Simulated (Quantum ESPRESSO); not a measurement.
# Ag (Silver): phonons by linear response

How does Ag (Silver) vibrate, and is this structure a minimum?

Main program and level: Quantum ESPRESSO 7.5; DFT LDA, scalar-relativistic, plane waves, JTH PAW pseudopotentials.

Most raw output is cut from this account.

### Step 1. The starting structure

It takes space group Fm-3m (No. 225, cubic). The conventional cell has a = 4.085 Å, b = 4.085 Å, c = 4.085 Å, α = 90.00°, β = 90.00°, γ = 90.00°. Nearest to Ag lie 12 Ag at 2.89 Å.

As a file:

```cif
data_structure
_symmetry_space_group_name_H-M 'P 1'
_symmetry_Int_Tables_number 1
_cell_length_a 2.8889
_cell_length_b 2.8889
_cell_length_c 2.8889
_cell_angle_alpha 60.000
_cell_angle_beta 60.000
_cell_angle_gamma 60.000
_cell_volume 17.05
loop_
_atom_site_label
_atom_site_type_symbol
_atom_site_fract_x
_atom_site_fract_y
_atom_site_fract_z
_atom_site_occupancy
Ag1 Ag 0.00000 0.00000 0.00000 1
```

### Step 2. A probe with smearing

A cheap run with smearing and empty bands tells whether the crystal has a gap, which decides between fixed occupations and smearing later on.

probe.in

```
&control
   calculation = 'scf'
   prefix = 'x'
   outdir = './tmp'
   pseudo_dir = './pseudo'
   tprnfor = .true.
   tstress = .true.
   verbosity = 'high'
/
&system
   ibrav = 0
   nat = 1
   ntyp = 1
   ecutwfc = 40.0
   ecutrho = 200.0
   occupations = 'smearing'
   smearing = 'gaussian'
   degauss = 0.01
/
&electrons
   conv_thr = 1.0d-07
   mixing_beta = 0.7
   electron_maxstep = 100
/
ATOMIC_SPECIES
 Ag    107.8682  Ag.upf
CELL_PARAMETERS angstrom
     0.000000000    2.042750000    2.042750000
     2.042750000    0.000000000    2.042750000
     2.042750000    2.042750000    0.000000000
ATOMIC_POSITIONS crystal
 Ag     0.000000000   0.000000000   0.000000000
K_POINTS automatic
 8 8 8 0 0 0
```

Run with:

```
$ OMP_NUM_THREADS=1 mpirun -n 4 pw.x -nk 4 -in probe.in > probe.out
```

Wall time 2.3 s (4 MPI ranks of Arm Neoverse N1, shared host).

This step gave:

```
volume per atom   : 17.05 Å³
pressure          : -6.657 GPa
gap on the k-mesh : 0 eV
```

No gap opens on this mesh, so smearing is kept; the start stands at -6.7 GPa.

### Step 3. Relaxing the cell and atoms

The relaxation runs at a cutoff a fifth above that of the response, since stress converges more slowly with the basis than frequencies do. Forces and stress are brought to rest with tight thresholds.

relax.in

```
&control
   calculation = 'vc-relax'
   prefix = 'x'
   outdir = './tmp'
   pseudo_dir = './pseudo'
   tprnfor = .true.
   tstress = .true.
   forc_conv_thr = 2.0d-05
   etot_conv_thr = 1.0d-07
   nstep = 40
/
&system
   ibrav = 0
   nat = 1
   ntyp = 1
   ecutwfc = 48
   ecutrho = 240.0
   occupations = 'smearing'
   smearing = 'mv'
   degauss = 0.02
/
&electrons
   conv_thr = 1.0d-11
   mixing_beta = 0.7
   electron_maxstep = 100
/
&ions
/
&cell
   press_conv_thr = 0.2
/
ATOMIC_SPECIES
 Ag    107.8682  Ag.upf
CELL_PARAMETERS angstrom
     0.000000000    2.042750000    2.042750000
     2.042750000    0.000000000    2.042750000
     2.042750000    2.042750000    0.000000000
ATOMIC_POSITIONS crystal
 Ag     0.000000000   0.000000000   0.000000000
K_POINTS automatic
 16 16 16 0 0 0
```

Run with:

```
$ OMP_NUM_THREADS=1 mpirun -n 4 pw.x -nk 4 -in relax.in > relax.out
```

Wall time 38 s (4 MPI ranks); 2.5 min of CPU time.

The steps of the relaxation:

```csv
step,energy less that of the first step (eV),largest force (eV/Å),pressure (GPa),volume (Å³)
1,0.0000,0.0000,-7.33,17.05
2,-0.0212,0.0000,-3.26,16.42
3,-0.0253,0.0000,0.59,15.95
4,-0.0254,0.0000,-0.03,16.02
5,-0.0254,0.0000,0.00,16.01
6,-0.0245,0.0000,-0.06,16.01
```

```csv
"conventional cell, symmetrised",before,after,change
a (Å),4.085,4.001,-2.1 %
b (Å),4.085,4.001,-2.1 %
c (Å),4.085,4.001,-2.1 %
volume (Å³/atom),17.05,16.01,-6.1 %
```

Final coordinates:

```
CELL_PARAMETERS angstrom
0.00000 2.00058 2.00058
2.00058 0.00000 2.00058
2.00058 2.00058 0.00000
ATOMIC_POSITIONS crystal
Ag 0.00000 0.00000 0.00000
```

The last row of the table of steps is pw.x's closing run on a basis chosen anew for the final cell, so its energy can jump.

Numbers from this step:

- volume per atom: 16.01 Å³
- pressure: -0.05600 GPa

The volume changes by -6.1 % from the cell with which this run began.

### Step 4. Ground state

The response is built on this ground state, so it is converged far tighter than an energy would need. Smearing stays on, as the first look found no gap above 0.3 eV.

scf.in

```
&control
   calculation = 'scf'
   prefix = 'x'
   outdir = './tmp'
   pseudo_dir = './pseudo'
   tprnfor = .true.
   tstress = .true.
/
&system
   ibrav = 0
   nat = 1
   ntyp = 1
   ecutwfc = 40.0
   ecutrho = 200.0
   occupations = 'smearing'
   smearing = 'mv'
   degauss = 0.02
/
&electrons
   conv_thr = 1.0d-12
   mixing_beta = 0.7
   electron_maxstep = 100
/
ATOMIC_SPECIES
 Ag    107.8682  Ag.upf
CELL_PARAMETERS angstrom
     0.000000000    2.000578129    2.000578129
     2.000578129    0.000000000    2.000578129
     2.000578129    2.000578129    0.000000000
ATOMIC_POSITIONS crystal
 Ag     0.000000000   0.000000000   0.000000000
K_POINTS automatic
 16 16 16 0 0 0
```

Run with:

```
$ OMP_NUM_THREADS=1 mpirun -n 4 pw.x -nk 4 -in scf.in > scf.out
```

The job ended after 6.5 s (4 MPI ranks).

This step gave:

```
pressure : 0.06 GPa
```

The cell stands at 0.06 GPa, close enough for phonons.

### Step 5. Linear response on the mesh

Linear response treats each wavevector in the unit cell, with no supercell; the 4×4×4 mesh fixes the range of the force constants to be had.

ph.in

```
phonons
&inputph
   prefix = 'x'
   outdir = './tmp'
   fildyn = 'x.dyn'
   tr2_ph = 1.0d-18
   alpha_mix(1) = 0.4
   nmix_ph = 8
   ldisp = .true.
   nq1 = 4
   nq2 = 4
   nq3 = 4
/
```

Run with:

```
$ OMP_NUM_THREADS=1 mpirun -n 4 ph.x -nk 4 -in ph.in > ph.out
```

Run time: 22 min. Hardware: 4 MPI ranks.

Numbers from this step:

| Property | Result |
| --- | --- |
| largest acoustic frequency at the zone centre before the sum rule | 0.5 cm⁻¹ |
| lowest mode on the q mesh (acoustic ones at the zone centre apart) | 56.53 cm⁻¹ |

Frequencies (cm⁻¹) at each irreducible wavevector; negative means imaginary. Frequencies by wavevector:

```csv
q (fractions),star,mode 1,mode 2,mode 3
0 0 0,1,0.5,0.5,0.5
0 0 0.25,8,56.53,56.53,137.3
0 0 -0.5,4,82.32,82.32,189.5
0 0.25 0.25,6,86.2,86.2,138.7
0 0.25 -0.5,24,102.3,122.7,174.7
0 0.25 -0.25,12,81.17,124,163.9
0 -0.5 -0.5,3,122.7,122.7,187.2
0.25 -0.5 -0.25,6,120.2,155.5,155.5
```

The acoustic modes at Γ come out as far as 0.5 cm⁻¹ from zero, where they should vanish, a small numerical error.

### Step 6. Force constants in real space

The dynamical matrices of the mesh are Fourier-transformed to force constants in real space.

q2r.in

```
&input
   fildyn = 'x.dyn'
   zasr = 'crystal'
   flfrc = 'x.fc'
/
```

Run with:

```
$ q2r.x < q2r.in > q2r.out
```

Elapsed: 0.48 s, on 1 thread.

### Step 7. Dispersion

From the force constants any wavevector is cheap; points of the mesh come back as solved, but for the sum rule and, in polar crystals, the LO-TO term at Γ; the rest is interpolation.

matdyn.in

```
&input
   asr = 'crystal'
   flfrc = 'x.fc'
   flfrq = 'x.freq'
   flvec = 'x.modes'
   q_in_band_form = .true.
   q_in_cryst_coord = .true.
/
8
  0.0000000   0.0000000   0.0000000  12  ! GAMMA
  0.5000000  -0.0000000   0.5000000  12  ! X
  0.6250000   0.2500000   0.6250000   1  ! U
  0.3750000   0.3750000   0.7500000  12  ! K
  0.0000000   0.0000000   0.0000000  12  ! GAMMA
  0.5000000   0.5000000   0.5000000  12  ! L
  0.5000000   0.2500000   0.7500000  12  ! W
  0.5000000  -0.0000000   0.5000000   1  ! X
```

Run with:

```
$ matdyn.x -in matdyn.in > matdyn.out
```

Wall time 0.47 s (1 thread).

Read from the output:

* lowest frequency on the path: 0 cm⁻¹
* mean frequency: 121.3 cm⁻¹
* Debye temperature (second moment): 236 K
* logarithmic mean frequency: 114.3 cm⁻¹

Matdyn.x, sum rule crystal. Phonon branches along the path, in cm⁻¹:

```csv
point,branch 1,branch 2,branch 3
Γ,0,0,0
halfway,86,86,139
X,123,123,187
halfway,119,130,183
U,110,146,169
jump to K,110,146,169
halfway,62,96,148
Γ,0,0,0
halfway,56,56,137
L,82,82,190
halfway,97,124,176
W,120,156,156
halfway,121,132,178
X,123,123,187
```

Lowest modes at the softest wavevector of the mesh; phase exp(i q.(R + tau)). Modes at q = (0.250, 0.000, 0.000):

```csv
mode,frequency (cm⁻¹)
1,56.5
2,56.5
3,137.3
```

Displacements in mode 2 (56.5 cm⁻¹), the largest set to 1, in the home cell:
```
Ag1 1.00 0.50 0.50
```

Displacements in mode 3 (137.3 cm⁻¹), the largest set to 1, in the home cell:
```
Ag1 -1.00  1.00  1.00
```

Force constants by pair (phonopy on the run's constants); pairs near half the supercell's span include their periodic images. Pair force constants, by row:

```csv
atom,neighbour,distance (Å),third of the trace (eV/Å²),along the pair's line (eV/Å²)
Ag1,itself,0,6.42,–
Ag1,Ag,2.829,-0.5077,-1.842
Ag1,Ag,4.001,-0.0079,-0.0871
Ag1,Ag,4.9,-0.016,-0.0455
Ag1,Ag,5.658,0.0086,0.0239
Ag1,Ag,6.326,0.0012,0.0067
Ag1,Ag,6.93,0.004,0.004
```

Harmonic mean-square displacement, third of the trace. Mean-square displacements:

```csv
T (K),Ag1 U_eq (Å²)
0,0.00148
100,0.00281
300,0.0075
600,0.01482
```

Mode patterns, pair constants, displacements and means over the zone were worked out by phonopy from the force constants of q2r.x.

All branches are real along the path.

### Step 8. Sums over the zone

Sums over the zone need many more wavevectors than were solved, so the interpolation is sampled on a dense mesh.

matdyn.in

```
&input
   asr = 'crystal'
   flfrc = 'x.fc'
   dos = .true.
   fldos = 'x.dos'
   nk1 = 19
   nk2 = 19
   nk3 = 19
   deltaE = 0.3
/
```

Run with:

```
$ matdyn.x -in matdyn.in > matdyn.out
```

Elapsed: 5.1 s, on 1 thread.

This step gave:

```
share of modes beyond 3i cm⁻¹ on the dense interpolated mesh : 0
zero-point energy per atom                                   : 22.55 meV
heat capacity at 300 K                                       : 24.19 J/(mol atoms K)
vibrational entropy at 300 K                                 : 40.29 J/(mol atoms K)
```

Tetrahedra. The phonon density of states by wavenumber; read off at these points:

wavenumber (cm⁻¹), phonon density of states (1/cm⁻¹/cell) and a bar:
```
      0.0     0.0000 
      5.0     0.0000 
     10.0     0.0001 
     15.0     0.0003 
     20.0     0.0007 
     25.0     0.0010 #
     30.0     0.0017 #
     35.0     0.0022 #
     40.0     0.0031 ##
     45.0     0.0039 ###
     50.0     0.0050 ###
     55.0     0.0062 ####
     60.0     0.0078 #####
     65.0     0.0096 ######
     70.0     0.0123 ########
     75.0     0.0154 ##########
     80.0     0.0207 #############
     85.0     0.0294 ###################
     90.0     0.0299 ###################
     95.0     0.0306 ####################
    100.0     0.0311 ####################
    105.0     0.0315 ####################
    110.0     0.0318 ####################
    115.0     0.0319 ####################
    117.6     0.0324 #####################
    120.0     0.0273 ##################
    125.0     0.0192 ############
    130.0     0.0187 ############
    135.0     0.0177 ###########
    140.0     0.0168 ###########
    145.0     0.0154 ##########
    150.0     0.0124 ########
    155.0     0.0068 ####
    160.0     0.0130 ########
    165.0     0.0330 #####################
    170.0     0.0429 ############################
    172.8     0.0467 ##############################
    175.0     0.0388 #########################
    180.0     0.0205 #############
    185.0     0.0101 ######
```

Harmonic thermodynamic functions per atom, summed over the density of states scaled to three modes an atom; melting is ignored. Thermodynamic functions:

```csv
T (K),F_vib (meV/atom),S (J/mol-atom/K),C_V (J/mol-atom/K)
0,22.55,0,0
50,21.79,5.083,10.56
100,16.37,15.64,19.27
200,-8.28,30.64,23.3
300,-45.35,40.29,24.19
400,-90.91,47.3,24.52
500,-142.9,52.79,24.67
600,-200,57.3,24.75
700,-261.4,61.12,24.8
800,-326.5,64.43,24.84
900,-394.8,67.36,24.86
1000,-466,69.98,24.87
```

At 300 K the heat capacity has reached 97 % of the Dulong-Petit value.

### Step 9. The dispersion under another sum rule (asr simple)

The sum rule corrects the force constants themselves, so it can shift branches at any wavevector, low ones most.

matdyn.in

```
&input
   asr = 'simple'
   flfrc = 'x.fc'
   flfrq = 'x.freq'
   flvec = 'x.modes'
   q_in_band_form = .true.
   q_in_cryst_coord = .true.
/
8
  0.0000000   0.0000000   0.0000000   8  ! GAMMA
  0.5000000  -0.0000000   0.5000000   8  ! X
  0.6250000   0.2500000   0.6250000   1  ! U
  0.3750000   0.3750000   0.7500000   8  ! K
  0.0000000   0.0000000   0.0000000   8  ! GAMMA
  0.5000000   0.5000000   0.5000000   8  ! L
  0.5000000   0.2500000   0.7500000   8  ! W
  0.5000000  -0.0000000   0.5000000   1  ! X
```

Run with:

```
$ matdyn.x -in matdyn.in > matdyn.out
```

It took 0.47 s on 1 thread.

At the labelled points the branches move by no more than 0.1 cm⁻¹.

### Step 10. Outcome

| Item | Value |
| --- | --- |
| space group after relaxation | Fm-3m |
| volume per atom | 16.0 Å³ |
| q mesh | 4×4×4 |
| lowest mode on the q mesh (acoustic ones at the zone centre apart) | 56.5 cm⁻¹ |
| zero-point energy per atom | 22.6 meV |
| heat capacity at 300 K | 24.2 J/(mol atoms K) |
| vibrational entropy at 300 K | 40.3 J/(mol atoms K) |
| imaginary modes on the q mesh | none |

**Reading.** Ag (Silver) is dynamically stable on the 4×4×4 mesh; its spectrum reaches 190 cm⁻¹. These are harmonic frequencies at zero temperature: anharmonic shifts and linewidths and thermal expansion are left out. In a metal the frequencies hang on the k mesh and the smearing, most of all near Kohn anomalies.

[Host names and launcher messages were left out of these logs when they were recorded.]

[Logs are printed without paths, hosts, clocks, repeated set-up lines and the standing remarks that a program may print on its own settings, such as how far it seeks lower states.]

[Hosts, paths, dates, database ids (printed as entryN), source tags and the programs' standing remarks are cut or masked in the printed files.]
